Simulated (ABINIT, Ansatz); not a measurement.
## PNO (Cc): G0W0 on several meshes in ABINIT

Aim: the GW shift of PNO (Cc) against the k mesh.

Program: ABINIT 10.8.3. Level of theory: LDA and many-body steps on it, plane waves. Results are calculated unless marked as measured.

### 1. Starting point

The structure is monoclinic, space group Cc (No. 9). The conventional cell has a = 6.556 Å, b = 6.572 Å, c = 4.620 Å, α = 90.00°, β = 130.96°, γ = 90.00°. P has 2 N at 1.55 Å and 2 O at 1.60 Å nearest. Nearest to N lie 2 P at 1.55 Å. Nearest to O lie 2 P at 1.60 Å. Farther neighbours and most contacts between anions are not listed.

The cell and positions are those that the Materials Project relaxed with its own functionals (PBE, PBE+U or r2SCAN), kept fixed.

### 2. Empty states on the mesh, 2×2×4 mesh, 150 bands

This step: ABINIT 10.8.3; DFT, LDA, plane waves, norm-conserving pseudopotentials.

The sums over transitions need many empty states on a uniform mesh; this step solves for them.

The input, run.abi:

```
acell 3*1.0 Angstrom
rprim 
  3.278002254000 -3.286113380400 0.000000000000
  3.278002254000 3.286113380400 0.000000000000
  -3.028551860300 0.000000000000 3.488865954800
ntypat 3
znucl 15 7 8
natom 6
typat 1 1 2 2 3 3
xred 
  0.730409600000 0.010313920000 0.000167090000
  0.010313920000 0.730409600000 0.500167090000
  0.742864730000 0.382544620000 0.249632690000
  0.382544620000 0.742864730000 0.749632690000
  0.883089610000 0.000777520000 0.750200220000
  0.000777520000 0.883089610000 0.250200220000
pp_dirpath "pseudos"
pseudos "P.upf, N.upf, O.upf"
ecut 36
ngkpt 2 2 4
nshiftk 1
shiftk 0 0 0
kptopt 1
chksymbreak 0
iscf -2
irdden 1
istwfk *1
nband 150
nbdbuf 12
tolwfr 1e-09
nstep 60
prtvol 0
indata_prefix "in"
outdata_prefix "out"
tmpdata_prefix "tmp"
```

On the command line:

```bash
OMP_NUM_THREADS=1 mpirun -n 4 abinit run.abi > log
```

Numbers of over 12 decimals in the logs are rounded to 6 here.

The log of the run:

```text
.Version 10.8.3 of ABINIT. v10.8.2 released Aug 2026.

 Symmetries : space group Cc (#  9); Bravais mC (1-face-center monocl.)
[... echo of the input left out ...]
== DATASET  1 ==================================================================
-   mpi_nproc: 4, omp_nthreads: 1 (-1 if OMP is not activated)

--- !DatasetInfo
iteration_state: {dtset: 1, }
dimensions: {natom: 6, nkpt: 9, mband: 150, nsppol: 1, nspinor: 1, nspden: 1, mpw: 5252, }
cutoff_energies: {ecut:  36.0, pawecutdg:  -1.0, }
[...]
2.61169    2.61357    2.64988    2.65323    2.66884    2.68213    2.69809    2.70208
   2.72235    2.74374    2.76926    2.77112    2.79389    2.79885    2.84312    2.84834
   2.86835    2.87133    2.89522    2.90061    2.92729    2.93079
 prteigrs : prtvol=0 or 1, do not print more k-points.

== END DATASET(S) ==============================================================
================================================================================

 -outvars: echo values of variables after computation  --------
            nband         150
             nkpt           9
          spgroup           9
 [... the other variables as echoed above ...]

 Calculation completed.
```

Wall time 2.1 min (4 MPI ranks of Arm Neoverse N1, shared host); peak memory 0.4 GiB; 8.4 min of CPU time.

Numbers from this step:

```
gap                                                           : 5.021 eV
k of the valence top                                          : 0.5, 0.5, 0
k of the conduction bottom                                    : 0, 0, 0
least direct gap                                              : 5.560 eV
k points computed                                             : 9
lowest point of the top converged band, above the valence top : 72.5722 eV
```

On this mesh the gap is 5.021 eV.

The density comes from a self-consistent run that is not shown.

### 3. Screening, 2×2×4 mesh, 65 bands, screening to 114.3 eV

The RPA dielectric matrix is built and inverted for each q.

This step: RPA screening on LDA, plane waves, norm-conserving pseudopotentials.

Edit run.abi of step 2 so:

```diff
@@ -24,10 +24,11 @@
 chksymbreak 0
-iscf -2
-irdden 1
 istwfk *1
-nband 150
-nbdbuf 12
-tolwfr 1e-09
-nstep 60
-prtvol 0
+occopt 1
+irdwfk 1
+optdriver 3
+nband 65
+ecuteps 4.2
+inclvkb 2
+awtr 1
+symchi 1
 indata_prefix "in"
```

The log of the run:

```text
.Version 10.8.3 of ABINIT. v10.8.2 released Aug 2026.

 Symmetries : space group Cc (#  9); Bravais mC (1-face-center monocl.)
[... echo of the input left out ...]
== DATASET  1 ==================================================================
-   mpi_nproc: 4, omp_nthreads: 1 (-1 if OMP is not activated)

--- !DatasetInfo
iteration_state: {dtset: 1, }
dimensions: {natom: 6, nkpt: 9, mband: 65, nsppol: 1, nspinor: 1, nspden: 1, mpw: 5252, }
cutoff_energies: {ecut:  36.0, pawecutdg:  -1.0, }
electrons: {nelect:   3.20000000E+01, charge:   0.00000000E+00, occopt:   1.00000000E+00, tsmear:   1.00000000E-02, }

 SCREENING: Calculation of the susceptibility and dielectric matrices

 Based on a program developped by R.W. Godby, V. Olevano, G. Onida, and L. Reining.
 Incorporated in ABINIT by V. Olevano, G.-M. Rignanese, and M. Torrent.
.Using double precision arithmetic ; gwpc =  8

[... cell and pseudopotentials left out ...]
--------------------------------------------------------------------------------

 ==== K-mesh for the wavefunctions ====
 Number of points in the irreducible wedge :     9
[... list of points left out ...]
 Together with  2 symmetry operations and time-reversal symmetry
 yields    16 points in the full Brillouin Zone.

 ==== Q-mesh for the screening function ====
 Number of points in the irreducible wedge :     9
[... list of points left out ...]
 Together with  2 symmetry operations and time-reversal symmetry
 yields    16 points in the full Brillouin Zone.

 setmesh: FFT mesh size selected  =    27x   27x   24
          total number of points  =        17496

 vcoul_init : cutoff-mode = AUXILIARY_FUNCTION
 q-points for optical limit:   1
     1)      0.000010    0.000020    0.000030

- screening: taking advantage of time-reversal symmetry
- Maximum band index for partially occupied states nbvw = 16
- Remaining bands to be divided among processors   nbcw = 49
- Number of bands treated by each node ~12

 Number of electrons calculated from density =   32.0000; Expected =   32.0000
 average of density, n =  0.063088
 r_s =    1.5583
 omega_plasma =   24.2287 [eV]

 calculating chi0 at frequencies [eV] :
  1    0.000000E+00    0.000000E+00
  2    0.000000E+00    2.422865E+01

--------------------------------------------------------------------------------
  q-point number  1        q = ( 0.000000, 0.000000, 0.000000) [r.l.u.]
--------------------------------------------------------------------------------
[... chi0 elements left out ...]
 For q-point:  0.000010 0.000020 0.000030
  dielectric constant =   3.2360
  dielectric constant without local fields =   3.5209

  Average fulfillment of the sum rule on Im[epsilon] for q-point    1 :     44.46  [%]
[... wings left out ...]
  q-point number  2        q = ( 0.500000, 0.000000, 0.000000) [r.l.u.]
--------------------------------------------------------------------------------
[... chi0 elements left out ...]
  Average fulfillment of the sum rule on Im[epsilon] for q-point    2 :     54.66  [%]

 [... 7 further q-points ...]
```

It took 28 s on 4 MPI ranks; peak memory 0.76 GiB; 1.9 min of CPU time.

Numbers from this step:

```
ε∞ with local fields, on this mesh, along the program's q direction : 3.236
the same without local fields                                       : 3.521
plasma frequency                                                    : 24.23 eV
plane waves in the screening matrix                                 : 199
```

Local fields lower ε∞ by 8 %. On a Γ-centred mesh this coarse the value itself is usually too large, while a short band sum pulls it down.

### 4. 2×2×4

The self-energy is evaluated for the states that the input lists, and the levels follow from it, in one-shot runs by the linearised quasiparticle equation.

This step: G0W0 on LDA, plane waves, norm-conserving pseudopotentials.

Edit run.abi of step 3 so:

```diff
@@ -27,8 +27,17 @@
 irdwfk 1
-optdriver 3
+optdriver 4
 nband 65
+gwcalctyp 0
+ecutsigx 36
+symsigma 1
+nkptgw 2
+kptgw 
+  0.5000000000 0.5000000000 0.0000000000
+  0.0000000000 0.0000000000 0.0000000000
+bdgw 
+  15 18
+  15 18
 ecuteps 4.2
-inclvkb 2
-awtr 1
-symchi 1
+irdscr 1
+ppmodel 1
 indata_prefix "in"
```

The log of the run:

```text
.Version 10.8.3 of ABINIT. v10.8.2 released Aug 2026.

 Symmetries : space group Cc (#  9); Bravais mC (1-face-center monocl.)
[... echo of the input left out ...]
== DATASET  1 ==================================================================
-   mpi_nproc: 4, omp_nthreads: 1 (-1 if OMP is not activated)

--- !DatasetInfo
iteration_state: {dtset: 1, }
dimensions: {natom: 6, nkpt: 9, mband: 65, nsppol: 1, nspinor: 1, nspden: 1, mpw: 5252, }
cutoff_energies: {ecut:  36.0, pawecutdg:  -1.0, }
electrons: {nelect:   3.20000000E+01, charge:   0.00000000E+00, occopt:   1.00000000E+00, tsmear:   1.00000000E-02, }

 SIGMA: Calculation of the GW corrections

 Based on a program developped by R.W. Godby, V. Olevano, G. Onida, and L. Reining.
 Incorporated in ABINIT by V. Olevano, G.-M. Rignanese, and M. Torrent.
.Using double precision arithmetic ; gwpc =  8

[... cell and pseudopotentials left out ...]
--------------------------------------------------------------------------------

 ==== K-mesh for the wavefunctions ====
 Number of points in the irreducible wedge :     9
[... list of points left out ...]
 Together with  2 symmetry operations and time-reversal symmetry
 yields    16 points in the full Brillouin Zone.

 ==== Q-mesh for screening function ====
 Number of points in the irreducible wedge :     9
[... list of points left out ...]
 Together with  2 symmetry operations and time-reversal symmetry
 yields    16 points in the full Brillouin Zone.

 vcoul_init : cutoff-mode = AUXILIARY_FUNCTION
 q-points for optical limit:   1
     1)      0.000010    0.000020    0.000030
 setmesh: FFT mesh size selected  =    45x   45x   36
          total number of points  =        72900

 Number of electrons calculated from density =   32.0000; Expected =   32.0000
 average of density, n =  0.063088
 r_s =    1.5583
 omega_plasma =   24.2287 [eV]

 === KS Band Gaps ===
  >>>> For spin  1
   Minimum direct gap =   5.5601 [eV], located at k-point      :   0.0000  0.0000  0.0000
   Fundamental gap    =   5.0215 [eV], Top of valence bands at :   0.5000  0.5000  0.0000
                                       Bottom of conduction at :   0.0000  0.0000  0.0000
 SIGMA fundamental parameters:
 PLASMON POLE MODEL  1
 number of plane-waves for SigmaX                 5209
 number of plane-waves for SigmaC and W            199
 number of plane-waves for wavefunctions          5209
 number of bands                                    65
 number of independent spin polarizations            1
 number of spinorial components                      1
 number of k-points in IBZ                           9
 number of q-points in IBZ                           9
 number of symmetry operations                       2
 number of k-points in BZ                           16
 number of q-points in BZ                           16
 number of frequencies for dSigma/dE                 9
 frequency step for dSigma/dE [eV]                0.25
 number of omega for Sigma on real axis              0
 max omega for Sigma on real axis  [eV]           0.00
 zcut for avoiding poles [eV]                     0.10

 EPSILON^-1 parameters (SCR file):
 dimension of the eps^-1 matrix on file            199
 dimension of the eps^-1 matrix used               199
 number of plane-waves for wavefunctions          5209
 number of bands                                    65
 number of q-points in IBZ                           9
 number of frequencies                               2
 number of real frequencies                          1
 number of imag frequencies                          1

 matrix elements of self-energy operator (all in [eV])

 Perturbative Calculation

--- !SelfEnergy_ee
iteration_state: {dtset: 1, }
kpoint     : [   0.500,    0.500,    0.000, ]
spin       : 1
KS_gap     :    5.743
QP_gap     :    8.101
Delta_QP_KS:    2.357
data: !SigmaeeData |
     Band     E0 <VxcDFT>   SigX SigC(E0)      Z dSigC/dE  Sig(E)    E-E0       E
       15   1.395 -16.439 -20.301   3.410   0.813  -0.230 -16.807  -0.368   1.027
       16   2.000 -17.206 -21.165   3.575   0.809  -0.235 -17.517  -0.311   1.689
       17   7.743 -13.690  -7.854  -3.394   0.838  -0.194 -11.644   2.046   9.789
       18   9.003 -13.272  -7.324  -3.531   0.836  -0.195 -11.250   2.023  11.026

--- !SelfEnergy_ee
iteration_state: {dtset: 1, }
kpoint     : [   0.000,    0.000,    0.000, ]
spin       : 1
KS_gap     :    5.560
QP_gap     :    7.854
Delta_QP_KS:    2.294
data: !SigmaeeData |
     Band     E0 <VxcDFT>   SigX SigC(E0)      Z dSigC/dE  Sig(E)    E-E0       E
       15   1.407 -16.901 -20.988   3.590   0.812  -0.232 -17.305  -0.404   1.004
       16   1.461 -16.630 -20.779   3.617   0.811  -0.234 -17.061  -0.431   1.030
       17   7.021 -12.331  -6.984  -3.144   0.846  -0.183 -10.468   1.863   8.884
       18   7.447 -12.883  -7.584  -3.332   0.846  -0.182 -11.218   1.666   9.113

== END DATASET(S) ==============================================================
================================================================================

 -outvars: echo values of variables after computation  --------
           etotal      0.0000000000E+00
            nband          65
             nkpt           9
          spgroup           9
 [... the other variables as echoed above ...]

 Calculation completed.
```

It took 9.1 s on 4 MPI ranks; peak memory 0.64 GiB; 36 s of CPU time.

Numbers from this step:

```
G0W0 gap on the points computed              : 7.195 eV
starting gap on the mesh                     : 5.021 eV
k of the valence top                         : 0.5, 0.5, 0
k of the conduction bottom                   : 0, 0, 0
Z at the valence top                         : 0.809
Z at the conduction bottom                   : 0.846
least direct G0W0 gap on the computed points : 7.854 eV
```

The gap on the mesh goes from 5.02 eV to 7.20 eV, a correction of +2.17 eV.

### 5. Empty states on the mesh, 2×2×2 mesh, 71 bands

This step: DFT, LDA, plane waves, norm-conserving pseudopotentials.

Edit run.abi of step 4 so:

```diff
@@ -19,3 +19,3 @@
 ecut 36
-ngkpt 2 2 4
+ngkpt 2 2 2
 nshiftk 1
@@ -24,20 +24,10 @@
 chksymbreak 0
+iscf -2
+irdden 1
 istwfk *1
-occopt 1
-irdwfk 1
-optdriver 4
-nband 65
-gwcalctyp 0
-ecutsigx 36
-symsigma 1
-nkptgw 2
-kptgw 
-  0.5000000000 0.5000000000 0.0000000000
-  0.0000000000 0.0000000000 0.0000000000
-bdgw 
-  15 18
-  15 18
-ecuteps 4.2
-irdscr 1
-ppmodel 1
+nband 71
+nbdbuf 6
+tolwfr 1e-09
+nstep 60
+prtvol 0
 indata_prefix "in"
```

The log of the run:

```text
.Version 10.8.3 of ABINIT. v10.8.2 released Aug 2026.

 Symmetries : space group Cc (#  9); Bravais mC (1-face-center monocl.)
[... echo of the input left out ...]
== DATASET  1 ==================================================================
-   mpi_nproc: 4, omp_nthreads: 1 (-1 if OMP is not activated)

--- !DatasetInfo
iteration_state: {dtset: 1, }
dimensions: {natom: 6, nkpt: 6, mband: 71, nsppol: 1, nspinor: 1, nspden: 1, mpw: 5252, }
cutoff_energies: {ecut:  36.0, pawecutdg:  -1.0, }
[...]
1.11568    1.14693    1.15366    1.15997    1.18039    1.20020    1.21026    1.26811
   1.28682    1.30789    1.34212    1.35068    1.36251    1.39038    1.41849    1.44284
   1.45062    1.46662    1.47470    1.49215    1.50856    1.52618    1.57737
 prteigrs : prtvol=0 or 1, do not print more k-points.

== END DATASET(S) ==============================================================
================================================================================

 -outvars: echo values of variables after computation  --------
            nband          71
             nkpt           6
          spgroup           9
 [... the other variables as echoed above ...]

 Calculation completed.
```

Wall time 34 s (4 MPI ranks); peak memory 0.31 GiB; 2.3 min of CPU time.

This step gave:

```
gap                                                           : 5.021 eV
k of the valence top                                          : 0.5, 0.5, 0
k of the conduction bottom                                    : 0, 0, 0
least direct gap                                              : 5.560 eV
k points computed                                             : 6
lowest point of the top converged band, above the valence top : 37.41 eV
```

On this mesh the gap is 5.021 eV.

### 6. Screening, 2×2×2 mesh, 65 bands, screening to 114.3 eV

This step: RPA screening on LDA, plane waves, norm-conserving pseudopotentials.

Edit run.abi of step 5 so:

```diff
@@ -24,10 +24,11 @@
 chksymbreak 0
-iscf -2
-irdden 1
 istwfk *1
-nband 71
-nbdbuf 6
-tolwfr 1e-09
-nstep 60
-prtvol 0
+occopt 1
+irdwfk 1
+optdriver 3
+nband 65
+ecuteps 4.2
+inclvkb 2
+awtr 1
+symchi 1
 indata_prefix "in"
```

The log of the run:

```text
.Version 10.8.3 of ABINIT. v10.8.2 released Aug 2026.

 Symmetries : space group Cc (#  9); Bravais mC (1-face-center monocl.)
[... echo of the input left out ...]
== DATASET  1 ==================================================================
-   mpi_nproc: 4, omp_nthreads: 1 (-1 if OMP is not activated)

--- !DatasetInfo
iteration_state: {dtset: 1, }
dimensions: {natom: 6, nkpt: 6, mband: 65, nsppol: 1, nspinor: 1, nspden: 1, mpw: 5252, }
cutoff_energies: {ecut:  36.0, pawecutdg:  -1.0, }
electrons: {nelect:   3.20000000E+01, charge:   0.00000000E+00, occopt:   1.00000000E+00, tsmear:   1.00000000E-02, }

 SCREENING: Calculation of the susceptibility and dielectric matrices

 Based on a program developped by R.W. Godby, V. Olevano, G. Onida, and L. Reining.
 Incorporated in ABINIT by V. Olevano, G.-M. Rignanese, and M. Torrent.
.Using double precision arithmetic ; gwpc =  8

[... cell and pseudopotentials left out ...]
--------------------------------------------------------------------------------

 ==== K-mesh for the wavefunctions ====
 Number of points in the irreducible wedge :     6
[... list of points left out ...]
 Together with  2 symmetry operations and time-reversal symmetry
 yields     8 points in the full Brillouin Zone.

 ==== Q-mesh for the screening function ====
 Number of points in the irreducible wedge :     6
[... list of points left out ...]
 Together with  2 symmetry operations and time-reversal symmetry
 yields     8 points in the full Brillouin Zone.

 setmesh: FFT mesh size selected  =    27x   27x   24
          total number of points  =        17496

 vcoul_init : cutoff-mode = AUXILIARY_FUNCTION
 q-points for optical limit:   1
     1)      0.000010    0.000020    0.000030

- screening: taking advantage of time-reversal symmetry
- Maximum band index for partially occupied states nbvw = 16
- Remaining bands to be divided among processors   nbcw = 49
- Number of bands treated by each node ~12

 Number of electrons calculated from density =   32.0000; Expected =   32.0000
 average of density, n =  0.063088
 r_s =    1.5583
 omega_plasma =   24.2287 [eV]

 calculating chi0 at frequencies [eV] :
  1    0.000000E+00    0.000000E+00
  2    0.000000E+00    2.422865E+01

--------------------------------------------------------------------------------
  q-point number  1        q = ( 0.000000, 0.000000, 0.000000) [r.l.u.]
--------------------------------------------------------------------------------
[... chi0 elements left out ...]
 For q-point:  0.000010 0.000020 0.000030
  dielectric constant =   3.3085
  dielectric constant without local fields =   3.5973

  Average fulfillment of the sum rule on Im[epsilon] for q-point    1 :     44.36  [%]
[... wings left out ...]
  q-point number  2        q = ( 0.500000, 0.000000, 0.000000) [r.l.u.]
--------------------------------------------------------------------------------
[... chi0 elements left out ...]
  Average fulfillment of the sum rule on Im[epsilon] for q-point    2 :     54.56  [%]

 [... 4 further q-points ...]
```

The job ended after 16 s (4 MPI ranks; peak memory 0.69 GiB).

Numbers from this step:

- ε∞ with local fields, on this mesh, along the program's q direction: 3.308
- the same without local fields: 3.597
- plasma frequency: 24.23 eV
- plane waves in the screening matrix: 199

(Part 1 of 2 ends here.)

[Paths, hosts, dates, memory and timing lines, banners, echoed tables and standing remarks are left out of the program output.]

[Logs are printed without paths, hosts, clocks, repeated set-up lines and the standing remarks that a program may print on its own settings, such as how far it seeks lower states.]

[Runs of the session that timed out or met a known fault of the program may be left out.]

[No measured gap is set beside runs whose start may be inverted or whose files or cutoffs have a known fault.]

[Hosts, paths, dates, database ids (printed as entryN), source tags and the programs' standing remarks are cut or masked in the printed files.]

[G0W0 gaps are taken among the corrected bands and points alone; a level outside them can change the order at an edge.]

[Where Ansatz stands beside ABINIT at settings called matched, ABINIT's density can come from a denser mesh and the files from another edition; pairs whose starting gaps differed by over 0.03 eV were left out, so agreement reads better than it is.]
